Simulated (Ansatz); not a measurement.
**YHSe (P-6m2): Grüneisen parameters**

Wanted: mode Grüneisen parameters of YHSe (P-6m2).

Program: Ansatz 0.2.0. Level of theory: DFT LDA, scalar-relativistic, plane waves, PAW. Results are calculated unless marked as measured.

Report form: the programs' logs are mostly left out.

### Step 1. Starting point

Symmetry: P-6m2, No. 187, hexagonal system. The conventional cell has a = 3.764 Å, b = 3.764 Å, c = 3.815 Å, α = 90.00°, β = 90.00°, γ = 120.00°. Y has 3 H at 2.17 Å and 6 Se at 2.89 Å nearest. Nearest to H lie 3 Y at 2.17 Å. Se has 6 Y at 2.89 Å and 6 H at 2.89 Å nearest. Farther neighbours and most contacts between anions are not listed.

### Step 2. Phonons on a q mesh

The cell comes from relaxations at this level that are not shown. Stability and thermal properties need the whole zone. Linear response on a 3×3×4 q mesh gives force constants as far as a supercell of that size would, and the tensors from the zone-centre run are typed in so that the long-range dipole term is interpolated apart.

input.yaml

```yaml
crystal:
  lattice:
    - [3.7637355768, 0.0, 0.0]
    - [-1.8818677884, 3.2594906226, 0.0]
    - [0.0, 0.0, 3.8146043145]
  atoms:
    - { symbol: "Y", position: [0.0, 0.0, 0.0] }
    - { symbol: H, position: [0.3333333333, 0.6666666667, 0.0] }
    - { symbol: Se, position: [0.6666666667, 0.3333333333, 0.5] }
kpoints:
  mp_grid: { grid: [9, 9, 8] }
hamiltonian:
  xc: lda
scf:
  occupations: { method: fixed }
output:
  eigenvalues: true
phonons:
  method: dfpt
  qmesh: [3, 3, 4]
  temperatures: { t_max: 1000, t_step: 50 }
  qpath:
    path:
      - [[0.0, 0.0, 0.0], [0.5, 0.0, 0.0], [0.33333333, 0.33333333, 0.0], [0.0, 0.0, 0.0], [0.0, 0.0, 0.5], [0.5, 0.0, 0.5], [0.33333333, 0.33333333, 0.5], [0.0, 0.0, 0.5]]
      - [[0.5, 0.0, 0.5], [0.5, 0.0, 0.0]]
      - [[0.33333333, 0.33333333, 0.5], [0.33333333, 0.33333333, 0.0]]
    npoints: 10
  non_analytic_term:
    high_frequency_dielectric_tensor: [[9.3179, 0.0, 0.0], [0.0, 9.3179, 0.0], [0.0, 0.0, 9.1566]]
    born_effective_charges:
      - { species: "Y", tensor: [[3.018, 0.0, 0.0], [0.0, 3.018, 0.0], [0.0, 0.0, 3.0754]] }
      - { species: H, tensor: [[-1.333, 0.0, 0.0], [0.0, -1.333, 0.0], [0.0, 0.0, -0.5869]] }
      - { species: Se, tensor: [[-1.6849, 0.0, 0.0], [0.0, -1.6849, 0.0], [0.0, 0.0, -2.4885]] }
    source: "zone-centre run at this cell"
```

Run with:

```console
> ansatz run input.yaml --threads 4 --pin off --max-ram 7168MiB --backend cpu --events-out ev --progress --plain --runs-dir out
```

It took 3.4 min on 4 threads of Arm Neoverse V2, shared host; peak memory 1 GiB; 13 min of CPU time.

This step gave:

* gap on the k-mesh: 1.310 eV
* volume per atom: 15.60 Å³
* sum-rule residual before enforcement: 1.00e-4 eV/Å²
* lowest frequency on the path: 0 cm⁻¹
* point group: -6m2
* highest frequency on the path or at a solved wavevector: 1228 cm⁻¹
* mean frequency: 451.3 cm⁻¹
* Debye temperature (second moment): 1149 K
* logarithmic mean frequency: 295.1 cm⁻¹
* highest optical mode at the zone centre (no LO-TO term): 1141 cm⁻¹
* lowest optical zone-centre mode: 196.6 cm⁻¹
* lowest mode on the q mesh (acoustic modes at Γ apart): 75.96 cm⁻¹
* zero-point energy per atom: 83.94 meV
* heat capacity at 300 K: 17.49 J/(mol atoms K)
* vibrational entropy at 300 K: 21.96 J/(mol atoms K)
* edges of the widest gap between branches, on path and mesh: 259.5, 705.5 cm⁻¹

Frequencies (cm⁻¹) solved at each irreducible wavevector; negative means imaginary. Frequencies by wavevector, by row:

```csv
q in reciprocal lattice units,star,mode 1,mode 2,mode 3,mode 4,mode 5,mode 6,mode 7,mode 8,mode 9
0 0 0,1,0,0,0,196.6,196.6,216,705.5,1141,1141
0 0 0.25,2,76,76,120.2,181.5,181.5,250.1,734.1,1154,1154
0 0 -0.5,1,135,135,142.7,142.7,198.2,217.2,732.5,1167,1167
0 0.3333 0,6,100.3,112.3,156.4,187.2,197.3,225.6,713.7,1144,1221
0 0.3333 0.25,12,118.9,119.7,172.2,179,197.8,213.6,714.4,1151,1200
0 0.3333 -0.5,6,136.2,153.5,154.8,158.5,208.1,210.8,716.1,1157,1184
0.3333 0.3333 0,2,149.9,158.5,167.8,170.7,207.7,209,722.9,1157,1180
0.3333 0.3333 0.25,4,137.5,155.2,165.2,194.7,200.1,205.8,715.1,1159,1181
0.3333 0.3333 -0.5,2,130.4,151.5,161.5,199.3,201.2,208.8,705.9,1159,1185
```

Symmetry leaves 9 wavevectors to solve. The lowest mode among them, the acoustic zeros apart, lies at q = (0, 0, 0.25) and is real, 76.0 cm⁻¹.

### Step 3. Relaxing at another volume, volume ratio 0.97

The volume is scaled by 0.97 and held, while shape and atoms relax as far as symmetry allows. The modes can then be followed against volume.

input.yaml

```yaml
crystal:
  lattice:
    - [3.7257154463, 0.0, 0.0]
    - [-1.8628577232, 3.2265642237, 0.0]
    - [0.0, 0.0, 3.7760703232]
  atoms:
    - { symbol: "Y", position: [0.0, 0.0, 0.0] }
    - { symbol: H, position: [0.3333333333, 0.6666666667, 0.0] }
    - { symbol: Se, position: [0.6666666667, 0.3333333333, 0.5] }
kpoints:
  mp_grid: { grid: [9, 9, 8] }
hamiltonian:
  xc: lda
scf:
  occupations: { method: fixed }
output:
  forces: true
  stress: true
  eigenvalues: true
relax:
  adjacent_minimum: "off"
  f_tol: 0.001
  max_steps: 60
  cell: { stress_tol: 0.01, fix: [volume] }
```

Elapsed: 4.5 s, on 4 threads; peak memory 0.4 GiB.

Little changed from the start: no atom moved by 0.005 Å and no cell edge by 0.1 %.

This step gave:

* pressure: 3.138 GPa
* gap on the k-mesh: 1.308 eV
* volume per atom: 15.13 Å³
* direct gap on mesh: 1.684 eV

### Step 4. Phonons at the other volume, volume ratio 0.97

The phonons are repeated at this volume on the same k and q meshes.

input.yaml

```yaml
crystal:
  lattice:
    - [3.725880127, 0.0, 0.0]
    - [-1.8629400635, 3.2267068414, 0.0]
    - [0.0, 0.0, 3.7757365323]
  atoms:
    - { symbol: "Y", position: [0.0, 0.0, 0.0] }
    - { symbol: H, position: [0.3333333333, 0.6666666667, 0.0] }
    - { symbol: Se, position: [0.6666666667, 0.3333333333, 0.5] }
kpoints:
  mp_grid: { grid: [9, 9, 8] }
hamiltonian:
  xc: lda
scf:
  occupations: { method: fixed }
output:
  eigenvalues: true
phonons:
  method: dfpt
  dielectric: true
  rigid_motions: translations
  qmesh: [3, 3, 4]
  temperatures: { t_max: 1000, t_step: 50 }
  qpath:
    path:
      - [[0.0, 0.0, 0.0], [0.5, 0.0, 0.0], [0.33333333, 0.33333333, 0.0], [0.0, 0.0, 0.0], [0.0, 0.0, 0.5], [0.5, 0.0, 0.5], [0.33333333, 0.33333333, 0.5], [0.0, 0.0, 0.5]]
      - [[0.5, 0.0, 0.5], [0.5, 0.0, 0.0]]
      - [[0.33333333, 0.33333333, 0.5], [0.33333333, 0.33333333, 0.0]]
    npoints: 10
```

The job ended after 3.9 min (4 threads; peak memory 1.3 GiB; 15 min of CPU time).

Numbers from this step:

| Item | Value |
| --- | --- |
| sum-rule residual before enforcement | 7.84e-5 eV/Å² |
| miss of the charge sum rule | 0.003146 e |
| estimated error of the dielectric tensor | 0.03311 |
| estimated error of the Born charges | 0.02022 e |
| highest frequency on the path or at a solved wavevector | 1271 cm⁻¹ |
| mean frequency | 466.9 cm⁻¹ |
| Debye temperature (second moment) | 1188 K |
| logarithmic mean frequency | 306.7 cm⁻¹ |
| highest optical mode at the zone centre (no LO-TO term) | 1188 cm⁻¹ |
| lowest optical zone-centre mode | 206.8 cm⁻¹ |
| mean high-frequency dielectric constant | 9.371 |
| largest Born charge (third of the trace) | 2.967 e |
| mean static dielectric constant | 13.18 |
| top of the zone-centre spectrum with the field | 1271 cm⁻¹ |
| lowest mode on the q mesh (acoustic modes at Γ apart) | 80.2 cm⁻¹ |
| zero-point energy per atom | 86.83 meV |

Frequencies (cm⁻¹) solved at each irreducible wavevector; negative means imaginary. Frequencies by wavevector, by row:

| q in reciprocal lattice units | star | mode 1 | mode 2 | mode 3 | mode 4 | mode 5 | mode 6 | mode 7 | mode 8 | mode 9 |
| --- | --- | --- | --- | --- | --- | --- | --- | --- | --- | --- |
| 0 0 0 | 1 | 0 | 0 | 0 | 206.8 | 206.8 | 230.6 | 705.4 | 1188 | 1188 |
| 0 0 0.25 | 2 | 80.2 | 80.2 | 125.2 | 191 | 191 | 261 | 733.9 | 1202 | 1202 |
| 0 0 -0.5 | 1 | 143.2 | 143.2 | 149.6 | 149.6 | 206.8 | 226.4 | 732 | 1214 | 1214 |
| 0 0.3333 0 | 6 | 102.7 | 118.7 | 162.6 | 198.1 | 210.1 | 234.6 | 714.1 | 1191 | 1264 |
| 0 0.3333 0.25 | 12 | 121.8 | 124 | 180.8 | 188.9 | 207.4 | 226.4 | 714.5 | 1198 | 1245 |
| 0 0.3333 -0.5 | 6 | 139 | 161.2 | 161.8 | 163.3 | 221.8 | 223.3 | 716 | 1204 | 1230 |
| 0.3333 0.3333 0 | 2 | 152.9 | 168.5 | 175.1 | 180.8 | 215.5 | 221.9 | 723.7 | 1204 | 1224 |
| 0.3333 0.3333 0.25 | 4 | 141.4 | 160 | 170.8 | 206.9 | 212.3 | 217.2 | 715.4 | 1206 | 1225 |
| 0.3333 0.3333 -0.5 | 2 | 132 | 154.8 | 168.8 | 210.5 | 213.9 | 222.4 | 705.6 | 1207 | 1228 |

The highest optical mode at the zone centre (no LO-TO term) is 1188.5 cm⁻¹, +47.3 cm⁻¹ against the base run.

The log warns of the k mesh: “the force constants stand on the 9×9×8 k-mesh, whose period is 10.63 times the interband length at k = (0.0000, 0.0000, -0.5000), direct gap 1.684 eV, under 14: take them and everything formed from them as unconverged”.

### Step 5. Relaxing at another volume, volume ratio 1.03

The volume is scaled by 1.03 and held, while shape and atoms relax as far as symmetry allows. The modes can then be followed against volume.

input.yaml

```yaml
crystal:
  lattice:
    - [3.8010027091, 0.0, 0.0]
    - [-1.9005013546, 3.2917649059, 0.0]
    - [0.0, 0.0, 3.8523751304]
  atoms:
    - { symbol: "Y", position: [0.0, 0.0, 0.0] }
    - { symbol: H, position: [0.3333333333, 0.6666666667, 0.0] }
    - { symbol: Se, position: [0.6666666667, 0.3333333333, 0.5] }
kpoints:
  mp_grid: { grid: [9, 9, 8] }
hamiltonian:
  xc: lda
scf:
  occupations: { method: fixed }
output:
  forces: true
  stress: true
  eigenvalues: true
  write_density: true
  write_potential: true
  elf: true
  volumetric_format: npy
relax:
  adjacent_minimum: "off"
  f_tol: 0.001
  max_steps: 60
  cell: { stress_tol: 0.01, fix: [volume] }
```

It took 4.7 s on 4 threads; peak memory 0.41 GiB; 17 s of CPU time.

Little changed from the start: no atom moved by 0.005 Å and no cell edge by 0.1 %.

This step gave:

```yaml
pressure: -2.688 GPa
gap_on_the_k_mesh: 1.312 eV
volume_per_atom: 16.07 Å³
direct_gap_on_mesh: 1.713 eV
```

### Step 6. Phonons at the other volume, volume ratio 1.03

input.yaml

```yaml
crystal:
  lattice:
    - [3.8006888762, 0.0, 0.0]
    - [-1.9003444381, 3.2914931187, 0.0]
    - [0.0, 0.0, 3.8530113581]
  atoms:
    - { symbol: "Y", position: [0.0, 0.0, 0.0] }
    - { symbol: H, position: [0.3333333333, 0.6666666667, 0.0] }
    - { symbol: Se, position: [0.6666666667, 0.3333333333, 0.5] }
kpoints:
  mp_grid: { grid: [9, 9, 8] }
hamiltonian:
  xc: lda
scf:
  occupations: { method: fixed }
output:
  eigenvalues: true
phonons:
  method: dfpt
  dielectric: true
  rigid_motions: translations
  qmesh: [3, 3, 4]
  temperatures: { t_max: 1000, t_step: 50 }
  qpath:
    path:
      - [[0.0, 0.0, 0.0], [0.5, 0.0, 0.0], [0.33333333, 0.33333333, 0.0], [0.0, 0.0, 0.0], [0.0, 0.0, 0.5], [0.5, 0.0, 0.5], [0.33333333, 0.33333333, 0.5], [0.0, 0.0, 0.5]]
      - [[0.5, 0.0, 0.5], [0.5, 0.0, 0.0]]
      - [[0.33333333, 0.33333333, 0.5], [0.33333333, 0.33333333, 0.0]]
    npoints: 10
```

The job ended after 4.1 min (4 threads; peak memory 1.2 GiB; 16 min of CPU time).

Numbers from this step:

```yaml
sum_rule_residual_before_enforcement: 2.89e-4 eV/Å²
miss_of_the_charge_sum_rule: 0.003020 e
estimated_error_of_the_dielectric_tensor: 0.03034
estimated_error_of_the_born_charges: 0.01898 e
highest_frequency_on_the_path_or_at_a_solved_wavevector: 1187 cm⁻¹
mean_frequency: 436.3 cm⁻¹
debye_temperature_second_moment: 1112 K
logarithmic_mean_frequency: 283.8 cm⁻¹
highest_optical_mode_at_the_zone_centre_no_lo_to_term: 1096 cm⁻¹
lowest_optical_zone_centre_mode: 186.9 cm⁻¹
mean_high_frequency_dielectric_constant: 9.172
largest_born_charge_third_of_the_trace: 3.105 e
mean_static_dielectric_constant: 14.05
top_of_the_zone_centre_spectrum_with_the_field: 1187 cm⁻¹
lowest_mode_on_the_q_mesh_acoustic_modes_at_gamma_apart: 71.9 cm⁻¹
zero_point_energy_per_atom: 81.14 meV
```

The highest optical mode at the zone centre (no LO-TO term) is 1095.6 cm⁻¹, -45.6 cm⁻¹ against the base run.

The log warns of the k mesh: “the force constants stand on the 9×9×8 k-mesh, whose period is 10.96 times the interband length at k = (0.0000, 0.0000, -0.5000), direct gap 1.713 eV, under 14: take them and everything formed from them as unconverged”.

### Step 7. Grüneisen parameters

The Grüneisen parameter of a mode is minus the logarithmic change of its frequency with volume, −d ln ω / d ln V; weighted by heat capacity it gives the expansion.

This step gave:

- bulk modulus: 97.1 GPa
- gap deformation potential: 0.07 eV

The phonon branches at the labelled points (cm⁻¹):

```
    point  branch 1  branch 2  branch 3  branch 4  branch 5  branch 6  branch 7  branch 8  branch 9
        Γ         0         0         0       197       216       218       706      1141      1228
  halfway        80        88       130       192       205       221       710      1145      1226
        M       120       140       175       180       183       234       718      1141      1215
  halfway       135       146       172       180       189       226       720      1147      1200
        K       150       158       168       171       208       209       723      1157      1180
  halfway        95       100       141       193       202       220       712      1147      1220
        Γ         0         0         0       197       216       218       706      1141      1228
  halfway        76        76       120       182       182       250       734      1154      1154
        A       135       135       143       143       198       217       732      1167      1167
  halfway       140       147       151       155       201       212       721      1159      1180
        L       131       159       160       161       210       217       711      1154      1186
  halfway       131       152       160       180       210       212       708      1157      1186
        H       130       152       162       199       201       209       706      1159      1185
  halfway       138       146       153       163       202       211       719      1159      1182
        A       135       135       143       143       198       217       732      1167      1167
jump to L       131       159       160       161       210       217       711      1154      1186
  halfway       134       136       168       177       199       222       713      1148      1200
        M       120       140       175       180       183       234       718      1141      1215
jump to H       130       152       162       199       201       209       706      1159      1185
  halfway       138       155       165       195       200       206       715      1159      1181
        K       150       158       168       171       208       209       723      1157      1180
```

The same for volume x 0.97:

| point | branch 1 | branch 2 | branch 3 | branch 4 | branch 5 | branch 6 | branch 7 | branch 8 | branch 9 |
| --- | --- | --- | --- | --- | --- | --- | --- | --- | --- |
| Γ | 0 | 0 | 0 | 207 | 226 | 231 | 705 | 1188 | 1271 |
| M | 122 | 148 | 181 | 192 | 195 | 244 | 719 | 1188 | 1258 |
| K | 153 | 168 | 175 | 181 | 216 | 222 | 724 | 1204 | 1224 |
| Γ | 0 | 0 | 0 | 207 | 226 | 231 | 705 | 1188 | 1271 |
| A | 143 | 143 | 150 | 150 | 207 | 226 | 732 | 1214 | 1214 |
| L | 133 | 166 | 166 | 168 | 224 | 231 | 711 | 1201 | 1232 |
| H | 132 | 155 | 169 | 210 | 214 | 222 | 706 | 1207 | 1228 |
| A | 143 | 143 | 150 | 150 | 207 | 226 | 732 | 1214 | 1214 |
| L | 133 | 166 | 166 | 168 | 224 | 231 | 711 | 1201 | 1232 |
| M | 122 | 148 | 181 | 192 | 195 | 244 | 719 | 1188 | 1258 |
| H | 132 | 155 | 169 | 210 | 214 | 222 | 706 | 1207 | 1228 |
| K | 153 | 168 | 175 | 181 | 216 | 222 | 724 | 1204 | 1224 |

The same for volume x 1.03:

```csv
point,branch 1,branch 2,branch 3,branch 4,branch 5,branch 6,branch 7,branch 8,branch 9
Γ,0,0,0,187,202,210,705,1096,1187
M,118,132,168,169,172,225,717,1095,1173
K,147,149,161,161,197,200,721,1112,1137
Γ,0,0,0,187,202,210,705,1096,1187
A,127,127,136,136,190,208,732,1122,1122
L,130,152,153,156,198,203,710,1109,1143
H,129,148,155,185,192,196,705,1114,1144
A,127,127,136,136,190,208,732,1122,1122
L,130,152,153,156,198,203,710,1109,1143
M,118,132,168,169,172,225,717,1095,1173
H,129,148,155,185,192,196,705,1114,1144
K,147,149,161,161,197,200,721,1112,1137
```

Mode Grueneisen parameter -dln(w)/dln(V), modes matched by rank; at Γ the acoustic branches take the value of a neighbouring point of the path. The mode Grüneisen parameters at the labelled points ():

| point | branch 1 | branch 2 | branch 3 | branch 4 | branch 5 | branch 6 | branch 7 | branch 8 | branch 9 |
| --- | --- | --- | --- | --- | --- | --- | --- | --- | --- |
| Γ | 0.96 | 1.81 | 1.32 | 1.69 | 1.88 | 1.58 | 0.01 | 1.36 | 1.14 |
| halfway | 0.90 | 1.84 | 1.33 | 1.79 | 2.16 | 1.26 | 0.03 | 1.35 | 1.15 |
| M | 0.62 | 1.86 | 1.28 | 2.11 | 2.11 | 1.32 | 0.05 | 1.36 | 1.17 |
| halfway | 0.67 | 1.92 | 1.31 | 2.05 | 1.96 | 1.40 | 0.05 | 1.34 | 1.20 |
| K | 0.68 | 2.06 | 1.42 | 1.92 | 1.51 | 1.71 | 0.06 | 1.32 | 1.23 |
| halfway | 0.88 | 1.85 | 1.32 | 1.83 | 2.14 | 1.27 | 0.03 | 1.34 | 1.16 |
| Γ | 1.00 | 1.81 | 1.35 | 1.69 | 1.88 | 1.58 | 0.01 | 1.36 | 1.14 |
| halfway | 1.82 | 1.82 | 1.34 | 1.71 | 1.71 | 1.41 | 0.01 | 1.34 | 1.34 |
| A | 1.97 | 1.97 | 1.58 | 1.58 | 1.39 | 1.37 | 0.00 | 1.32 | 1.32 |
| halfway | 0.93 | 1.75 | 1.50 | 1.07 | 2.07 | 1.78 | 0.01 | 1.34 | 1.28 |
| L | 0.48 | 1.44 | 1.33 | 1.28 | 2.06 | 2.12 | 0.01 | 1.33 | 1.24 |
| halfway | 0.45 | 0.88 | 1.46 | 1.71 | 2.08 | 2.05 | 0.01 | 1.33 | 1.21 |
| H | 0.41 | 0.74 | 1.45 | 2.12 | 1.76 | 2.12 | 0.00 | 1.34 | 1.18 |
| halfway | 0.78 | 1.31 | 1.49 | 1.37 | 2.13 | 1.86 | 0.01 | 1.34 | 1.27 |
| A | 1.97 | 1.97 | 1.58 | 1.58 | 1.39 | 1.37 | 0.00 | 1.32 | 1.32 |
| jump to L | 0.48 | 1.44 | 1.33 | 1.28 | 2.06 | 2.12 | 0.01 | 1.33 | 1.24 |
| halfway | 0.97 | 0.89 | 1.59 | 1.90 | 1.97 | 1.68 | 0.03 | 1.34 | 1.21 |
| M | 0.62 | 1.86 | 1.28 | 2.11 | 2.11 | 1.32 | 0.05 | 1.36 | 1.17 |
| jump to H | 0.41 | 0.74 | 1.45 | 2.12 | 1.76 | 2.12 | 0.00 | 1.34 | 1.18 |
| halfway | 0.93 | 1.02 | 1.16 | 2.05 | 1.97 | 1.80 | 0.03 | 1.33 | 1.21 |
| K | 0.68 | 2.06 | 1.42 | 1.92 | 1.51 | 1.71 | 0.06 | 1.32 | 1.23 |

(dS/dlnV)/C_V. Table of thermodynamic Grueneisen parameter by temperature:

```csv
temperature (K),thermodynamic Grueneisen parameter
50,1.34
100,1.45
150,1.47
200,1.45
250,1.42
300,1.40
350,1.38
400,1.36
450,1.35
500,1.34
550,1.33
600,1.32
650,1.32
700,1.31
750,1.31
800,1.31
850,1.31
900,1.30
950,1.30
1000,1.30
```

Gamma C_V/(B V) at the static volume. Table of volume expansion by temperature:

```
temperature (K)  volume expansion (1e-6/K)
             50                       5.57
            100                       16.7
            150                       21.8
            200                       24.1
            250                       25.6
            300                       26.8
            350                       27.8
            400                       28.7
            450                       29.5
            500                       30.1
            550                       30.7
            600                       31.2
            650                       31.7
            700                       32.1
            750                       32.4
            800                       32.7
            850                       32.9
            900                       33.1
            950                       33.3
           1000                       33.5
```

### Step 8. Outcome

```json
{
 "bulk modulus": "97.1 GPa",
 "gap deformation potential": "0.07 eV",
 "thermodynamic Grüneisen parameter at 300 K": "1.395",
 "volume expansion at 300 K, estimated": "26.76 × 10⁻⁶ K⁻¹"
}
```

By this estimate the volume grows by 26.8 × 10⁻⁶ per kelvin at 300 K. Without the field, the highest optical mode at Γ goes from 1188 to 1096 cm⁻¹ as the cell grows, a Grüneisen parameter of 1.36. Mode parameters on the path run from 0 to 2.3, with a median of 1.4. Branches are matched by rank, so values near crossings are rough. The expansion is the Grüneisen estimate at the static volume, with the static bulk modulus. With the field response the log warns that the k mesh is coarse for the force constants too, so the frequencies may not be converged. The program warns that the interpolation holds no quadrupole term, so branches close to Γ can be off in this crystal.

[Logs are printed without paths, hosts, clocks, repeated set-up lines and the standing remarks that a program may print on its own settings, such as how far it seeks lower states.]

[Hosts, paths, dates, database ids (printed as entryN), source tags and the programs' standing remarks are cut or masked in the printed files.]
